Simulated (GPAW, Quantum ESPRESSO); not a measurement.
Consider In (I4/mmm).

```xyz
1
Lattice="-1.6255 1.6255 2.4737 1.6255 -1.6255 2.4737 1.6255 1.6255 -2.4737" Properties=species:S:1:pos:R:3 pbc="T T T"
In    0.0000    0.0000    0.0000
```

Absorber: atom 1, with 4 In at 3.25 Å and 8 In at 3.38 Å (distorted cuboctahedral, site symmetry 4/mmm). Method: Quantum ESPRESSO XSpectra, LDA, excited-electron core hole (neutral cell), 8-atom cell with 6.5 Å between holes, 5×5×5 k points, dipole transitions, Lorentzian half width 3.96 eV (not a setting of the program: the run's 0.4 eV curve was folded afterwards with a further Lorentzian).

**Question.** What does the In K edge look like?

Main maxima up to 30 eV above the zero (height): 4.7 eV (1.19) and 21.8 eV (1.03). A K edge sees empty p states on the absorber. 

The In K spectrum (energy from the energy zero of the input (xe0, at the border of filled and empty states); intensity scaled to a mean of 1 over the first 20 eV; folded afterwards to Lorentzian half width 3.96 eV; the points at xe0, where the cut of filled states can leave a spike, are interpolated; polarised curves are means over the symmetry-equivalent atoms):

```csv
E (eV),isotropic,ε ⊥ c,ε ∥ c
-2.0,0.54,0.53,0.56
-1.4,0.62,0.60,0.64
-0.8,0.70,0.68,0.72
-0.2,0.78,0.76,0.81
0.4,0.86,0.85,0.89
1.0,0.94,0.93,0.97
1.6,1.01,1.00,1.05
2.2,1.08,1.06,1.11
2.8,1.13,1.11,1.16
3.4,1.16,1.15,1.19
4.0,1.18,1.17,1.20
4.6,1.19,1.18,1.20
5.2,1.19,1.18,1.19
5.8,1.17,1.17,1.17
6.4,1.15,1.16,1.14
7.0,1.13,1.13,1.11
7.6,1.10,1.11,1.08
8.2,1.07,1.08,1.04
8.8,1.04,1.05,1.01
9.4,1.01,1.02,0.98
10.0,0.98,0.99,0.95
10.6,0.95,0.97,0.93
11.2,0.93,0.94,0.91
11.8,0.91,0.92,0.90
12.4,0.89,0.90,0.89
13.0,0.88,0.88,0.88
13.6,0.87,0.87,0.88
14.2,0.87,0.86,0.89
14.8,0.87,0.86,0.90
15.4,0.88,0.87,0.91
16.0,0.89,0.88,0.92
16.6,0.90,0.89,0.94
17.2,0.92,0.91,0.95
17.8,0.94,0.92,0.97
18.4,0.96,0.94,0.99
19.0,0.98,0.96,1.00
19.6,0.99,0.98,1.02
20.2,1.01,1.00,1.03
20.8,1.02,1.01,1.04
21.4,1.03,1.03,1.04
22.0,1.03,1.03,1.03
22.6,1.03,1.03,1.02
23.2,1.02,1.03,1.00
23.8,1.00,1.02,0.98
24.4,0.99,1.00,0.95
25.0,0.97,0.99,0.93
25.6,0.95,0.97,0.92
26.2,0.93,0.95,0.90
26.8,0.92,0.93,0.89
27.4,0.90,0.91,0.89
28.0,0.89,0.89,0.88
28.6,0.88,0.88,0.88
29.2,0.88,0.87,0.88
29.8,0.87,0.87,0.88
30.4,0.87,0.87,0.88
31.0,0.87,0.87,0.88
31.6,0.87,0.87,0.88
```

Lifetime broadening is put in by hand, and intensities beyond about 20 eV depend on it and on the partial waves. The structure is a published determination, not relaxed.

[Banner, clock and machine lines of the logs are left out without a mark of their own.]

[Logs are printed without paths, hosts, clocks, repeated set-up lines and the standing remarks that a program may print on its own settings, such as how far it seeks lower states.]

[Hosts, paths, dates, database ids (printed as entryN), source tags and the programs' standing remarks are cut or masked in the printed files.]

[Lists of maxima count a maximum above −3 eV only where it reaches 4 % of the highest in the window and stands out from its surroundings by 2 % of it (1.5 % where it reaches 55 %); shoulders and weaker maxima are passed over, and of the rest the first, up to two pre-edge ones and the few strongest are named.]
